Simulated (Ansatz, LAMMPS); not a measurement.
**Structural relaxation of amorphous 76HfO2-24Y2O3 (mol %) (87 atoms)**

How does amorphous 76HfO2-24Y2O3 (mol %) (87 atoms) relax, and what do bonds, charges and levels look like afterwards?

Method: Kohn-Sham DFT, PBE, PAW (set soft_2), plane waves, in Ansatz 0.2.0.

## Step 1: The starting structure

The cell holds 87 atoms: 19 Hf, 12 Y and 56 O. Cell: a = 10.830 Å, b = 10.830 Å, c = 10.830 Å, α = 90.0°, β = 90.0°, γ = 90.0°. 87 atoms (19 Zr, 12 Er, 56 O) placed at random at 6.06 g/cm³, melted at 5000 K for 10 ps at fixed volume with the Morse and Coulomb pair potential with partial charges (Pedone, Malavasi, Menziani, Cormack and Segre, J. Phys. Chem. B 110, 11780 (2006)). Quenched from 5000 K to 300 K at 50 K/ps and fixed volume, held 5 ps, then minimised at fixed cell. Then Zr was replaced by Hf, Er was replaced by Y (the potential has no terms for the new elements, so the cell is a start for a DFT relaxation).

As a file:

```cif
data_structure
_symmetry_space_group_name_H-M 'P 1'
_symmetry_Int_Tables_number 1
_cell_length_a 10.8303
_cell_length_b 10.8303
_cell_length_c 10.8303
_cell_angle_alpha 90.000
_cell_angle_beta 90.000
_cell_angle_gamma 90.000
_cell_volume 1270.34
loop_
_atom_site_label
_atom_site_type_symbol
_atom_site_fract_x
_atom_site_fract_y
_atom_site_fract_z
_atom_site_occupancy
Hf1 Hf 0.08406 0.59919 0.75184 1
Hf2 Hf 0.08270 0.59507 0.09472 1
Hf3 Hf 0.03152 0.26927 0.58913 1
Hf4 Hf 0.02006 0.92884 0.20861 1
Hf5 Hf 0.19487 0.84380 0.92321 1
Hf6 Hf 0.33727 0.76086 0.61544 1
Hf7 Hf 0.81335 0.72748 0.29920 1
Hf8 Hf 0.97300 0.09638 0.90838 1
Hf9 Hf 0.54316 0.96934 0.39580 1
Hf10 Hf 0.69580 0.17629 0.68360 1
Hf11 Hf 0.82949 0.41071 0.95789 1
Hf12 Hf 0.37265 0.59566 0.90996 1
Hf13 Hf 0.54936 0.65181 0.42909 1
Hf14 Hf 0.16283 0.32418 0.90052 1
Hf15 Hf 0.62100 0.25963 0.20255 1
Hf16 Hf 0.32684 0.39308 0.21270 1
Hf17 Hf 0.37981 0.12563 0.67608 1
Hf18 Hf 0.10479 0.54129 0.44048 1
Hf19 Hf 0.85657 0.76912 0.97960 1
Y20 Y 0.94472 0.92243 0.65789 1
Y21 Y 0.83298 0.09889 0.39311 1
Y22 Y 0.32294 0.07409 0.09363 1
Y23 Y 0.66352 0.64269 0.75211 1
Y24 Y 0.98515 0.30109 0.20332 1
Y25 Y 0.80228 0.44473 0.44304 1
Y26 Y 0.59283 0.59217 0.11528 1
Y27 Y 0.21600 0.08889 0.41082 1
Y28 Y 0.54321 0.89481 0.86712 1
Y29 Y 0.40214 0.37518 0.51435 1
Y30 Y 0.51920 0.31507 0.89540 1
Y31 Y 0.30343 0.78206 0.25307 1
O32 O 0.41258 0.46649 0.05399 1
O33 O 0.15943 0.90510 0.34316 1
O34 O 0.04845 0.22726 0.77747 1
O35 O 0.68152 0.05093 0.53158 1
O36 O 0.42631 0.81032 0.45120 1
O37 O 0.17470 0.91208 0.09997 1
O38 O 0.67643 0.57284 0.55582 1
O39 O 0.44751 0.63059 0.26485 1
O40 O 0.64651 0.08929 0.28321 1
O41 O 0.16917 0.41301 0.08993 1
O42 O 0.49250 0.35400 0.31006 1
O43 O 0.01378 0.36132 0.40694 1
O44 O 0.52160 0.26833 0.63729 1
O45 O 0.25619 0.43210 0.38697 1
O46 O 0.50729 0.77036 0.70436 1
O47 O 0.71998 0.30871 0.82870 1
O48 O 0.17206 0.66919 0.57023 1
O49 O 0.35584 0.94672 0.93202 1
O50 O 0.96577 0.74288 0.15867 1
O51 O 0.30253 0.94854 0.65850 1
O52 O 0.24948 0.68123 0.03567 1
O53 O 0.92734 0.60832 0.40000 1
O54 O 0.00143 0.11081 0.26175 1
O55 O 0.14006 0.15866 0.99650 1
O56 O 0.15986 0.61892 0.26908 1
O57 O 0.50687 0.71438 0.97067 1
O58 O 0.92243 0.95071 0.03368 1
O59 O 0.05958 0.45928 0.61832 1
O60 O 0.41683 0.08770 0.48348 1
O61 O 0.00582 0.45512 0.88031 1
O62 O 0.54698 0.08170 0.77662 1
O63 O 0.00580 0.08628 0.53118 1
O64 O 0.78585 0.29298 0.29678 1
O65 O 0.23103 0.22838 0.57618 1
O66 O 0.84117 0.07325 0.76560 1
O67 O 0.41818 0.95543 0.24211 1
O68 O 0.94666 0.72128 0.69731 1
O69 O 0.32980 0.24369 0.82911 1
O70 O 0.73597 0.82900 0.84608 1
O71 O 0.88290 0.90073 0.33844 1
O72 O 0.23242 0.48942 0.83405 1
O73 O 0.04021 0.70396 0.93115 1
O74 O 0.68975 0.57333 0.30906 1
O75 O 0.82976 0.27560 0.57334 1
O76 O 0.73228 0.74670 0.12530 1
O77 O 0.66946 0.39380 0.07052 1
O78 O 0.26102 0.71828 0.79296 1
O79 O 0.65594 0.80653 0.38716 1
O80 O 0.90210 0.24175 0.01546 1
O81 O 0.26747 0.21064 0.24429 1
O82 O 0.92858 0.48297 0.11767 1
O83 O 0.41380 0.58134 0.54507 1
O84 O 0.06699 0.94713 0.82644 1
O85 O 0.78370 0.59288 0.91909 1
O86 O 0.48646 0.20890 0.07440 1
O87 O 0.51605 0.50720 0.82157 1
```

What the set-up can't give: The quench rate of 50 K/ps is orders of magnitude faster than experiment, which tends to freeze in extra defects. The starting topology of bonds comes from the classical model. Only the Γ point is sampled in the main run, in a cell whose shortest periodic width is 11 Å. No spin–orbit coupling is included, so levels derived from the heavy atoms are approximate.

## Step 2: Making the structure

A classical potential supplies the starting structure, since it reaches far longer times than DFT.

This step: classical MD, Morse and Coulomb pair potential with partial charges (Pedone, Malavasi, Menziani, Cormack and Segre, J. Phys. Chem. B 110, 11780 (2006)) (LAMMPS 22 Jul 2025 - Update 4).

Contents of in.lmp:

```
# melt-quench of Zr19Er12O56
units metal
atom_style charge
boundary p p p
region box block 0 10.8303 0 10.8303 0 10.8303
create_box 3 box
mass 1 91.2240   # Zr
mass 2 167.2590   # Er
mass 3 15.9990   # O
create_atoms 1 random 19 37863 NULL overlap 1.5 maxtry 2000
create_atoms 2 random 12 37870 NULL overlap 1.5 maxtry 2000
create_atoms 3 random 56 37877 NULL overlap 1.5 maxtry 2000
pair_style hybrid/overlay pedone 5.5 coul/long 8.0
pair_coeff * * coul/long
pair_coeff 1 3 pedone 0.206237 2.479675 2.436997 1   # Zr-O
pair_coeff 2 3 pedone 0.040448 2.294078 2.837722 3   # Er-O
pair_coeff 3 3 pedone 0.042395 1.379316 3.618701 22   # O-O
set type 1 charge 2.4
set type 2 charge 1.8
set type 3 charge -1.2
kspace_style pppm 1.0e-4
neigh_modify delay 0 every 1 check yes
thermo_style custom step time temp pe press density
thermo_modify norm yes
timestep 0.002
thermo 100
min_style cg
minimize 1e-4 1e-4 200 2000
reset_timestep 0
velocity all create 5000 37864 mom yes dist gaussian
fix lim all nve/limit 0.05
fix lan all langevin 5000 5000 0.2 37865 zero yes
thermo 500
run 1000 post no
# [... 10 lines left out ...]
thermo 1250
fix md all nvt temp 300 300 0.2
run 2500 post no
unfix md
thermo 100
min_style cg
minimize 0 1e-3 2000 20000
write_dump all custom glass.dump id type xs ys zs modify sort id
```

The run is started by

```console
> lmp -in in.lmp -log none -nocite
```

The log of the run:

```text
LAMMPS (22 Jul 2025 - Update 4)
Created orthogonal box = (0 0 0) to (10.8303 10.8303 10.8303)
Created 19 atoms
Created 12 atoms
Created 56 atoms
PPPM initialization ...
  G vector (1/distance) = 0.38302321
  grid = 12 12 12
  estimated relative force accuracy = 5.7586738e-05
   Step          Time           Temp          PotEng         Press         Density
         0   0              0             -2.1108816      1045718.3      6.0603803
        97   0.194          0             -13.560943     -5603.9962      6.0603803
Loop time of 0.0469975 s on 1 MPI rank(s) for 97 steps with 87 atoms
Minimization stats:
  Stopping criterion = energy tolerance
[... 36 lines left out ...]
     55000   110            277.74915     -13.658275     -56934.089      6.0603803
     55500   111            277.24289     -13.660113     -52374.608      6.0603803
Loop time of 0.657085 s on 1 MPI rank(s) for 2500 steps with 87 atoms
   Step          Time           Temp          PotEng         Press         Density
     55500   111            277.24289     -13.660113     -52374.608      6.0603803
     55512   111.024        277.24289     -13.696626     -59520.402      6.0603803
Loop time of 0.0181042 s on 1 MPI rank(s) for 12 steps with 87 atoms
Minimization stats:
  Stopping criterion = linesearch alpha is zero
  Energy initial, next-to-last, final =
      -13.660112691413  -13.6966259544049  -13.6966259544049
  Force two-norm initial, final = 11.464648 0.43907251
  Iterations, force evaluations = 12 57
```

Elapsed: 16 s, on 1 thread of Intel Xeon 6975P-C (Granite Rapids), shared host; peak memory 0.069 GiB.

## Step 3: Single point at the start

A single point comes first, to see the forces before anything moves.

Contents of input.yaml:

```yaml
crystal:
  lattice:
    - [10.8303, 0.0, 0.0]
    - [0.0, 10.8303, 0.0]
    - [0.0, 0.0, 10.8303]
  atoms:
    - { symbol: Hf, position: [0.08406, 0.59919, 0.75184] }
    - { symbol: Hf, position: [0.0827, 0.59507, 0.09472] }
    - { symbol: Hf, position: [0.03152, 0.26927, 0.58913] }
    - { symbol: Hf, position: [0.02006, 0.92884, 0.20861] }
    [... 77 atom lines left out ...]
    - { symbol: O, position: [0.92858, 0.48297, 0.11767] }
    - { symbol: O, position: [0.4138, 0.58134, 0.54507] }
    - { symbol: O, position: [0.06699, 0.94713, 0.82644] }
    - { symbol: O, position: [0.7837, 0.59288, 0.91909] }
    - { symbol: O, position: [0.48646, 0.2089, 0.0744] }
    - { symbol: O, position: [0.51605, 0.5072, 0.82157] }
kpoints:
  mp_grid: { grid: [1, 1, 1] }
hamiltonian:
  xc: pbe
scf:
  occupations: { method: fermi_dirac, width: 0.025 }
output:
  forces: true
```

The run is started by

```console
> ansatz run input.yaml --threads 4 --pin off --max-ram 8192MiB --backend cpu --events-out ev --progress --plain --runs-dir out
```

The log of the run:

```text
Engine: ansatz 0.2.0, x86_64-unknown-linux-gnu
Pseudopotentials: kind: paw
Pseudopotential: Hf, paw, valence charge 26, recommended cutoff 420 eV (normal), Hf.paw.azcp
Pseudopotential: Y, paw, valence charge 11, recommended cutoff 420 eV (normal), Y.paw.azcp
Pseudopotential: O, paw, valence charge 6, recommended cutoff 420 eV (normal), O.paw.azcp
Functional definition: PBE
  parameter kappa = 0.804
  parameter beta = 0.066725
  exchange = pbe_x(kappa = kappa, mu = beta*pi^2/3)
  correlation = pbe_c(beta = beta)
Crystal: 87 atoms, lattice volume = 1270.344 Å³
Basis set: ecut = 420 eV, 24837 PW (Γ), exchange–correlation on 150×150×150 points (8 copies of the dense FFT grid, shifted against one another)
Bands: 568, of which v1, the nominal top of the filled ones, is band 481 counted from 1 (480 counted from 0)
Symmetry: 1 space group operations
Space group: P1 (ITA 1), of the structure as read, at distance tolerance 1.1e-4 Å
k-points: 1
Non-local potential: Hf, projectors of the file, l = 0: 3, l = 1: 2, l = 2: 2, l = 3: 3
Non-local potential: Y, projectors of the file, l = 0: 3, l = 1: 2, l = 2: 2, l = 3: 1
Non-local potential: O, projectors of the file, l = 0: 2, l = 1: 2, l = 2: 1
PAW form: soft (Blöchl's): semilocal exchange-correlation on the pseudo side does not see the compensation charge
PAW one-centre angular grid: Hf, 590 points (default); XC on 64 Gauss nodes
PAW one-centre angular grid: Y, 590 points (default); XC on 64 Gauss nodes
PAW one-centre angular grid: O, 110 points (default); XC on 64 Gauss nodes
Initial density: superposition of atomic densities (neutral atoms: chi_scale 0, normalization atom), corrected by the library's trained network
Initial wavefunctions: pseudopotential atomic-orbital guess
Functional: x = pbe(κ = 0.804, μ = 0.219515), c = pbe(β = 0.066725)
SCF iter   1: F=—  HF=-376819.246357 eV  |F-HF|=—  |Δ(HF+E_count)|=         —  Δρ=3.29e-3  dr2=1.73e-1  ethr=1.77e-3  ⟨swp⟩=5.0  Hψ=1768  notcnv=0  defer=62
preconditioner: auto → Resta (q_TF=auto, 2.605 Å⁻¹)  ε∞=4.5  [insulator: Δε(μ)=3.550 eV  Ē_g=16.724 eV  σ=0.025 eV  W_gap=1.00  n_scr=388 (ndim 8)  ℏωp=31.3 eV  f_vac=0.115  D(μ)=0.00/eV (n_scr^D=0)  ε∞_Penn≈4.5]
SCF iter   2: F=—  HF=-376819.238297 eV  |F-HF|=—  |Δ(HF+E_count)|=   8.06e-3  Δρ=1.67e-3  dr2=3.34e-2  ethr=1.80e-5  ⟨swp⟩=2.0  Hψ=1018  notcnv=0  defer=80
SCF iter   3: F=—  HF=-376819.240455 eV  |F-HF|=—  |Δ(HF+E_count)|=   2.16e-3  Δρ=7.34e-4  dr2=9.71e-3  ethr=3.47e-6  ⟨swp⟩=2.0  Hψ=849  notcnv=0  defer=70
automatic band count: iteration 3 solves 558 bands in place of 568: the levels show a gap, and the empty bands left out lie too high to hold charge; the band table lists the bands solved (type scf.n_extra_bands for more)
SCF iter   4: F=—  HF=-376819.241661 eV  |F-HF|=—  |Δ(HF+E_count)|=   1.21e-3  Δρ=2.25e-4  dr2=8.98e-4  ethr=1.01e-6  ⟨swp⟩=2.0  Hψ=793  notcnv=0  defer=70
SCF iter   5: F=—  HF=-376819.242265 eV  |F-HF|=—  |Δ(HF+E_count)|=   6.04e-4  Δρ=1.49e-4  dr2=3.13e-4  ethr=9.34e-8  ⟨swp⟩=2.0  Hψ=969  notcnv=0  defer=70
SCF iter   6: F=—  HF=-376819.242381 eV  |F-HF|=—  |Δ(HF+E_count)|=   1.15e-4  Δρ=4.92e-5  dr2=4.50e-5  ethr=3.26e-8  ⟨swp⟩=2.0  Hψ=969  notcnv=0  defer=70
SCF iter   7: F=—  HF=-376819.238831 eV  |F-HF|=—  |Δ(HF+E_count)|=   3.55e-3  Δρ=3.90e-5  dr2=2.25e-5  ethr=4.67e-9  ⟨swp⟩=2.0  Hψ=1026  notcnv=0  defer=70
SCF iter   8: F=—  HF=-376819.238839 eV  |F-HF|=—  |Δ(HF+E_count)|=   8.22e-6  Δρ=1.53e-5  dr2=4.00e-6  ethr=2.34e-9  ⟨swp⟩=2.0  Hψ=845  notcnv=0  defer=70
SCF iter   9: F=—  HF=-376819.238842 eV  |F-HF|=—  |Δ(HF+E_count)|=   2.81e-6  Δρ=6.28e-6  dr2=6.64e-7  ethr=4.16e-10  ⟨swp⟩=2.0  Hψ=797  notcnv=0  defer=70
SCF iter  10: F=—  HF=-376819.238843 eV  |F-HF|=—  |Δ(HF+E_count)|=   4.60e-7  Δρ=5.40e-6  dr2=3.64e-7  ethr=6.90e-11  ⟨swp⟩=2.0  Hψ=969  notcnv=0  defer=70
SCF iter  11: F=-376819.238843 eV  HF=-376819.238843 eV  |F-HF|=1.76e-8  |Δ(HF+E_count)|=   5.53e-8  Δρ=1.40e-6  dr2=3.15e-8  ethr=1.04e-11  ⟨swp⟩=2.0  Hψ=1888  notcnv=0
SCF 1 converged in 11 iterations: F = -376819.238843 eV  dr2 = 3.15e-8
  greatest PAW one-centre occupation: 0.999 electrons in one spin orbital (limit 2), on the Hf atom at site 10 (counted from 0), in its partial waves of l = 0
SCF converged after 11 iterations
Free energy (F): -376819.238843 eV
Harris-Foulkes:  -376819.238843 eV  (|F-HF|=1.76e-8)
Internal energy: -376819.238843 eV  (E = F + TS)
E sigma→0 (E₀):  -376819.238843 eV
Fermi energy:    11.514060 eV
--- Per-component energies (eV) ---
  E_band       = -4148.629198
  E_kinetic    = 21376.147355
  E_local      = -169790.148070  (includes V_loc(G=0)·N_el)
  E_nonlocal   = -20349.931407
  E_hartree    = 76426.651853
  E_xc         = -11903.413579
  E_vxc        = -12704.572556  (∫ρ·V_xc dr)
  E_paw        = -174352.932276  (= ΣΔE_a)
  E_vpaw       = 24466.429668  (= ΣTr[D̂ρ^β])
  E_aug_tail   = 0.137018  (compensation charges beyond the density's cutoff)
  E_ewald      = -98225.749736
  E_smearing   = -0.000000  (= −TS)
  E_closure    = 0.000000  (closes the sum)
  Σ components = -376819.238843   (vs F -376819.238843, Δ=0.00e0)
--- Forces (eV/Å), atoms counted from 1 ---
  atom   1  Hf    -0.86017992     0.19564956    -0.19061435
  atom   2  Hf    -0.17146031    -0.41000286     0.37672944
  atom   3  Hf    -0.20181391    -0.22580363     0.94027872
  atom   4  Hf     0.11388073     0.47672707     0.23506585
  atom   5  Hf     0.34533620     0.91201723     0.22723743
  atom   6  Hf     0.61679645     0.77190129    -0.07901999
  atom   7  Hf     0.06758453     0.06135833    -0.68570941
  atom   8  Hf    -0.05234186     0.29126492     0.77241399
  atom   9  Hf    -0.74342772     0.82724113    -0.40941919
  atom  10  Hf     0.37497377    -0.18059486    -0.13224662
  atom  11  Hf     0.62109049     0.01328748    -0.37227599
  atom  12  Hf     0.61635389    -0.67513751     0.21117898
  atom  13  Hf    -0.16969826     0.11126209    -0.38969880
  atom  14  Hf    -0.43605366    -0.17354215    -0.29142554
[...]
atom  86  O      0.40501467    -0.27374913     0.27182570
  atom  87  O     -0.03884235     0.04108219     0.09832523
  max |Σ_I F_I| component: 1.11e-4 eV/Å
```

It took 12 s on 4 threads of Intel Xeon 6975P-C (Granite Rapids), shared host; peak memory 2.2 GiB; 43 s of CPU time.

In the SCF lines HF is the Harris–Foulkes energy and dr2 the Hartree energy of the density residual, in eV; the loop may stop once dr2 is under the threshold and the program's other checks hold. Hψ counts applications of the Hamiltonian.

Read from the output:

```
free energy            : -376819.2388 eV
free energy per atom   : -4331.2556 eV/atom
SCF cycles             : 11
r.m.s. force component : 0.3486 eV/Å
longest force          : 1.476 eV/Å
Fermi energy           : 11.51 eV
```

The r.m.s. force component of 0.35 eV/Å sets the starting point.

Neighbours are counted within 2.82 Å (O-Hf), 3.02 Å (O-Y).

Length of the force by element and coordination:

```csv
element,coordination,atoms,mean length of the force (eV/Å),spread,least,most
Hf,all,19,0.848,0.281,0.437,1.48
Hf,5,2,1.29,0.181,1.11,1.48
Hf,6,16,0.789,0.247,0.437,1.20
Hf,7,1,0.902,0,0.902,0.902
O,all,56,0.404,0.178,0.0885,0.748
O,2,2,0.496,0.0431,0.453,0.539
O,3,34,0.417,0.168,0.113,0.714
O,4,20,0.373,0.196,0.0885,0.748
Y,all,12,0.630,0.268,0.225,1.11
Y,4,1,1.11,0,1.11,1.11
Y,5,2,0.762,0.0668,0.695,0.829
Y,6,5,0.657,0.231,0.381,1.04
Y,7,3,0.363,0.175,0.225,0.610
Y,8,1,0.553,0,0.553,0.553
```

(Continued in part 2 of 4.)

[Long decimals in the printed logs are rounded to 6 places.]

[Logs are printed without paths, hosts, clocks, repeated set-up lines and the standing remarks that a program may print on its own settings, such as how far it seeks lower states.]

[Hosts, paths, dates, database ids (printed as entryN), source tags and the programs' standing remarks are cut or masked in the printed files.]

[A walk said to have stopped at its limit may instead have ended on an SCF cycle that didn't converge.]
